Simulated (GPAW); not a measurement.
# How TiB2 absorbs and reflects light

Aim: the dielectric function of TiB2, and the optical constants that follow from it.

Main program and level: GPAW 26.7.0; DFT, PBE, plane-wave PAW (GPAW data sets), scalar-relativistic, RPA, optical limit.

### Step 1. Starting point

The structure is hexagonal, space group P6/mmm (No. 191). Conventional cell: a = 3.029 Å, b = 3.029 Å, c = 3.228 Å, α = 90.00°, β = 90.00°, γ = 120.00°. Nearest to Ti lie 12 B at 2.38 Å. Nearest to B lie 3 B at 1.75 Å and 6 Ti at 2.38 Å. Farther neighbours are not listed.

Structure file:

```cif
data_structure
_symmetry_space_group_name_H-M 'P6/mmm'
_symmetry_Int_Tables_number 191
_cell_length_a 3.0292
_cell_length_b 3.0292
_cell_length_c 3.2284
_cell_angle_alpha 90.000
_cell_angle_beta 90.000
_cell_angle_gamma 120.000
_cell_volume 25.66
loop_
_atom_site_label
_atom_site_type_symbol
_atom_site_symmetry_multiplicity
_atom_site_Wyckoff_symbol
_atom_site_fract_x
_atom_site_fract_y
_atom_site_fract_z
_atom_site_occupancy
Ti1 Ti 1 a 0.00000 0.00000 0.00000 1
B1 B 2 d 0.66667 0.33333 0.50000 1
```

### Step 2. Bands for the response

The response needs many more empty bands than the density does.

This step: DFT, PBE, plane-wave PAW (GPAW data sets), scalar-relativistic, bands at fixed density (GPAW 26.7.0).

Input file nscf.py:

```python
from ase.dft.bandgap import bandgap
from gpaw import GPAW, FermiDirac

calc = GPAW('gs.gpw').fixed_density(kpts={'size': (18, 18, 13), 'gamma': True}, nbands=30, convergence={'bands': 24},
                                    occupations=FermiDirac(0.05), txt='nscf.txt')
print('gap (eV)', bandgap(calc, output=None)[0])
print('direct gap (eV)', bandgap(calc, direct=True, output=None)[0])
print('top band over the Fermi level (eV)', min(calc.get_eigenvalues(kpt=k)[23] for k in range(len(calc.get_ibz_k_points()))) - calc.get_fermi_level())
calc.write('full.gpw', mode='all')
```

The run is started by

```bash
$ OMP_NUM_THREADS=1 python nscf.py
```

Numbers of over 12 decimals in the logs are rounded to 6 here.

Log:

```text
Diagonalizing LCAO Hamiltonian
Converting LCAO to pw mode
convergence criteria:
- Maximum integral of absolute [eigenst]ate change: 4e-08 eV^2 / valence electron
maximum number of iterations: 150

SCF iterations
|iter     |      energy | eigst |  dens |
|iter:   1||             | +1.93 |       |
|iter:   2||             | -0.01 |       |
|iter:   3||             | -1.86 |       |
|iter:   4||             | -3.64 |       |
|iter:   5||             | -5.29 |       |
|iter:   6||             | -6.98 |       |
|iter:   7||             | -7.92c|       |
SCF steps: 7
  __  _  _
 | _ |_)|_||  |
 |__||  | ||/\| - 26.7.0

Versions:
  Python: 3.12.14
  ASE:    3.29.0
  Numpy:  2.5.5
  Scipy:  1.18.1
  Libxc:  7.0.0

Input parameters:
  mode=PW(ecut=500.0),
  convergence={'bands': 24},
  gpts=array([16, 16, 18]),
  kpts=MonkhorstPack(size=(18, 18, 13), gamma=True),
  maxiter=150,
  nbands=30,
  occupations=Occupations(name='fermi-dirac', width=0.05, fixmagmom=False),
  parallel={},
  xc=XC(name='PBE')

--- standard output ---
gap (eV) 0.0
direct gap (eV) 0.0
top band over the Fermi level (eV) 21.957725
```

It took 68 s on 1 thread of Arm Neoverse V1, shared host; peak memory 0.26 GiB.

### Step 3. Dielectric function, RPA

Transitions between filled and empty bands, summed over the zone, give the optical response, so mesh, band count and broadening shape it.

The induced potential is part of this response.

This step: DFT, PBE, plane-wave PAW (GPAW data sets), scalar-relativistic, RPA, optical limit (GPAW 26.7.0).

Input file df.py:

```python
from gpaw.response.df import DielectricFunction

df = DielectricFunction('full.gpw', frequencies={'type': 'nonlinear', 'domega0': 0.03, 'omega2': 8},
                        ecut=50,
                        eta=0.15,
                        nbands=24,
                        rate=0.05,
                        txt='df.txt')
for direction in ['x', 'z']:
    df.get_dielectric_function(xc='RPA', direction=direction, filename=f'df_{direction}.csv')
```

The run is started by

```bash
$ OMP_NUM_THREADS=1 python df.py
```

Log:

```text
Using integrator: PointIntegrator
NonLinearFrequencyDescriptor(from 0.000 to 86.247 eV, 527 points)
Nonperiodic BCs:  [False False False]
Using integrator: PointIntegrator
NonLinearFrequencyDescriptor(from 0.000 to 86.247 eV, 527 points)
Nonperiodic BCs:  [False False False]
Using integrator: PointIntegrator

Calculating chi0 body with:
    Ground state adapter containing:
    Number of spins: 1
    Number of kpoints: 4212
    Number of irreducible kpoints: 259
    Number of completely occupied states: 8
    Number of partially occupied states: 12

    Linear response parametrization:
    q_c: [0.0, 0.0, 0.0]
    Number of frequency points: 527
    Planewave cutoff: 50.0
    Number of bands: 24
    Number of planewaves: 21
    Broadening (eta): 0.15

Integrating chi0 body.

Symmetries of q_c:
    Direct symmetries (Uq -> q): 24
    Indirect symmetries (TUq -> q): 0
In total 24 allowed symmetries.

259 groups of equivalent kpoints. 93.850902% reduction.

Integral kind: spectral function

Calculating chi0 optical extensions with:
    Ground state adapter containing:
    Number of spins: 1
    Number of kpoints: 4212
    Number of irreducible kpoints: 259
    Number of completely occupied states: 8
    Number of partially occupied states: 12

    Linear response parametrization:
    Number of frequency points: 527
    Planewave cutoff: 50.0
    Number of bands: 24
    Number of planewaves: 21
    Broadening (eta): 0.15
Integrating chi0 head and wings.

Symmetries of q_c:
    Direct symmetries (Uq -> q): 24
    Indirect symmetries (TUq -> q): 0
In total 24 allowed symmetries.

259 groups of equivalent kpoints. 93.850902% reduction.

Integral kind: spectral function wings

Calculating drude chi0 with:
    Number of frequency points:527
    Plasma frequency decay rate: 0.05 eV

    Ground state adapter containing:
    Number of spins: 1
    Number of kpoints: 4212
    Number of irreducible kpoints: 259
    Number of completely occupied states: 8
    Number of partially occupied states: 12

Symmetries of q_c:
    Direct symmetries (Uq -> q): 24
    Indirect symmetries (TUq -> q): 0
In total 24 allowed symmetries.

259 groups of equivalent kpoints. 93.850902% reduction.

Integral kind: intraband
Plasma frequency:
[[3.02+0.j 0.  -0.j 0.  +0.j]
 [0.  -0.j 3.02+0.j 0.  +0.j]
 [0.  +0.j 0.  +0.j 2.42-0.j]]
```

Wall time 18 s (1 thread); peak memory 0.24 GiB.

The Im ε has structure finer than the step of the table below, so its rows give means over 0.5 eV, whole bins alone (the curve runs from 0.305 to 14.0 eV). Peaks (eV: height): E ∥ x 0.81: 38.9; E ∥ z 0.81: 37.9, 8.15: 10.9.

Sum at mesh points, not converged in k. Im ε against photon energy; means over each step:

```csv
photon energy (eV),E ∥ x,E ∥ z
1.0,32.7,32.3
1.5,25.6,24.4
2.0,20.5,22.7
2.5,13.5,15.7
3.0,13.1,14.1
3.5,10.5,12.2
4.0,9.13,11.4
4.5,7.82,11.7
5.0,6.60,10.8
5.5,6.92,9.07
6.0,7.41,7.96
6.5,6.55,7.14
7.0,6.31,6.68
7.5,6.98,8.43
8.0,7.84,10.2
8.5,6.89,7.81
9.0,5.56,4.20
9.5,5.66,2.85
10.0,5.61,2.61
10.5,5.17,2.61
11.0,5.08,3.22
11.5,5.42,3.07
12.0,4.80,3.21
12.5,3.57,2.67
13.0,3.01,2.19
13.5,2.33,1.75
```

Values under 1 per cm are given as 1; sum at mesh points, not converged in k. Absorption coefficient against photon energy:

```csv
photon energy (eV),E ∥ x (1/cm),E ∥ z (1/cm)
0.492,1.9e5,1.3e5
1.010,3.6e5,3.6e5
1.486,4.8e5,3.9e5
1.985,6.6e5,6.4e5
2.508,6.1e5,6.2e5
3.018,7.6e5,7.5e5
3.510,7.7e5,7.9e5
3.980,8.2e5,8.8e5
4.516,8.8e5,1.0e6
4.981,8.0e5,1.2e6
5.515,8.7e5,1.2e6
6.021,1.0e6,1.2e6
6.494,1.1e6,1.3e6
6.985,1.1e6,1.2e6
7.496,1.2e6,1.4e6
8.026,1.5e6,1.9e6
8.516,1.7e6,2.4e6
9.023,1.6e6,2.0e6
9.483,1.6e6,1.8e6
10.026,1.8e6,1.7e6
10.519,1.9e6,1.4e6
11.029,1.9e6,1.7e6
11.479,2.2e6,1.7e6
12.023,2.4e6,2.0e6
12.504,2.4e6,1.9e6
13.000,2.4e6,2.0e6
13.512,2.3e6,1.9e6
```

The reflectivity at normal incidence has structure finer than the step of the table below, so its rows give means over 0.5 eV, whole bins alone (the curve runs from 0.305 to 14.0 eV). Peaks (eV: height): E ∥ x 0.81: 60.2, 6.23: 34.1, 8.45: 39.1, 13.17: 51.9; E ∥ z 0.81: 59.2, 4.98: 44.8, 8.77: 61.3, 12.26: 43.9, 13.34: 47.1.

Sum at mesh points, not converged in k. The reflectivity at normal incidence by photon energy; means over each step:

```csv
photon energy (eV),E ∥ x (%),E ∥ z (%)
1.0,57.8,56.8
1.5,54.5,52.2
2.0,53.8,53.0
2.5,45.3,46.8
3.0,44.9,44.8
3.5,41.6,42.1
4.0,38.8,40.8
4.5,36.6,41.7
5.0,30.9,44.0
5.5,30.9,41.4
6.0,32.9,39.2
6.5,32.0,37.3
7.0,29.6,33.3
7.5,31.5,36.5
8.0,36.2,44.8
8.5,38.7,58.0
9.0,35.3,58.8
9.5,33.4,55.1
10.0,36.3,46.0
10.5,35.8,33.6
11.0,35.7,35.2
11.5,39.1,34.3
12.0,45.4,39.3
12.5,49.4,41.2
13.0,49.7,45.9
13.5,50.2,46.8
```

The loss function −Im 1/ε at q → 0 has structure finer than the step of the table below, so its rows give means over 0.5 eV, whole bins alone (the curve runs from 0.305 to 14.0 eV). Peaks (eV: height): E ∥ x 6.71: 0.160, 10.95: 0.194; E ∥ z 6.93: 0.153, 10.52: 0.359, 12.50: 0.294.

Sum at mesh points, not converged in k. Loss function −Im 1/ε at q → 0 against energy loss; means over each step:

```csv
energy loss (eV),E ∥ x,E ∥ z
1.0,0.0284,0.0263
1.5,0.0372,0.0335
2.0,0.0494,0.0429
2.5,0.0729,0.0614
3.0,0.0754,0.0680
3.5,0.0947,0.0789
4.0,0.109,0.0837
4.5,0.128,0.0819
5.0,0.141,0.0926
5.5,0.130,0.110
6.0,0.126,0.125
6.5,0.149,0.140
7.0,0.146,0.147
7.5,0.132,0.116
8.0,0.126,0.0962
8.5,0.144,0.0844
9.0,0.178,0.115
9.5,0.177,0.166
10.0,0.175,0.240
10.5,0.188,0.331
11.0,0.191,0.274
11.5,0.172,0.289
12.0,0.163,0.250
12.5,0.176,0.271
13.0,0.192,0.269
13.5,0.223,0.306
```

The Im ε, E ∥ x has structure finer than the step of the table below, so its rows give means over 0.5 eV, whole bins alone (the curve runs from 0.305 to 14.0 eV). Peaks (eV: height): without local fields 0.81: 38.9; with local fields 0.81: 38.9.

Sum at mesh points, not converged in k. Im ε, E ∥ x against photon energy; means over each step:

```csv
photon energy (eV),without local fields,with local fields
1.0,32.7,32.7
1.5,25.6,25.6
2.0,20.5,20.5
2.5,13.5,13.5
3.0,13.1,13.1
3.5,10.5,10.5
4.0,9.13,9.13
4.5,7.83,7.82
5.0,6.60,6.60
5.5,6.91,6.92
6.0,7.40,7.41
6.5,6.54,6.55
7.0,6.32,6.31
7.5,7.00,6.98
8.0,7.84,7.84
8.5,6.89,6.89
9.0,5.57,5.56
9.5,5.67,5.66
10.0,5.65,5.61
10.5,5.26,5.17
11.0,5.18,5.08
11.5,5.54,5.42
12.0,4.87,4.80
12.5,3.60,3.57
13.0,3.01,3.01
13.5,2.32,2.33
```

From ε follow the optical constants at some laser and lamp lines:

```csv
wavelength (nm),n x,k x,R (%) x,1/α x,n z,k z,R (%) z,1/α z
532,2.65,2.617,47.4,16 nm,3.07,2.750,49.1,15 nm
450,2.83,2.299,43.3,16 nm,3.02,2.377,44.6,15 nm
405,2.64,2.464,45.3,13 nm,2.88,2.437,45.1,13 nm
365,2.38,2.191,41.3,13 nm,2.75,2.240,42.3,13 nm
308,2.23,2.025,38.6,12 nm,2.65,2.165,41.1,11 nm
248,2.05,1.582,30.5,12 nm,2.30,2.401,44.8,8.2 nm
193,1.97,1.717,33.0,8.9 nm,1.85,1.974,38.4,7.8 nm
```

In reflection the computed colour is faintly orange: x = 0.330, y = 0.340, luminous reflectivity 50 %.

### Step 4. Outcome

What this shows: At this level (PBE, RPA) TiB2 is a metal. The mesh is too coarse to trust the carriers' weight, the reflectivity or the colour to better than tens of per cent. In reflection the computed colour is faintly orange: x = 0.330, y = 0.340, luminous reflectivity 50 %. The carriers' damping of 0.05 eV is typed, not computed; it shapes the response at the lowest energies. In this version of GPAW the matrix elements of the optical limit are incomplete, which can lower ε − 1 by up to a tenth where first-row anions or d states rule, and shift it by more in d metals. GPAW's carrier term has the form −ωp²/(ω + i·rate)², which damps like twice the rate and fails at low energy, so the curves leave the lowest energies out. The sum runs over mesh points 0.15 Å⁻¹ apart with no interpolation, so peaks are partly noise of the mesh, and the Drude plasma energy, a sum over the Fermi surface, isn't converged.

[Machine, clock and banner lines and Python warnings are left out of the logs.]

[Logs are printed without paths, hosts, clocks, repeated set-up lines and the standing remarks that a program may print on its own settings, such as how far it seeks lower states.]

[Hosts, paths, dates, database ids (printed as entryN), source tags and the programs' standing remarks are cut or masked in the printed files.]
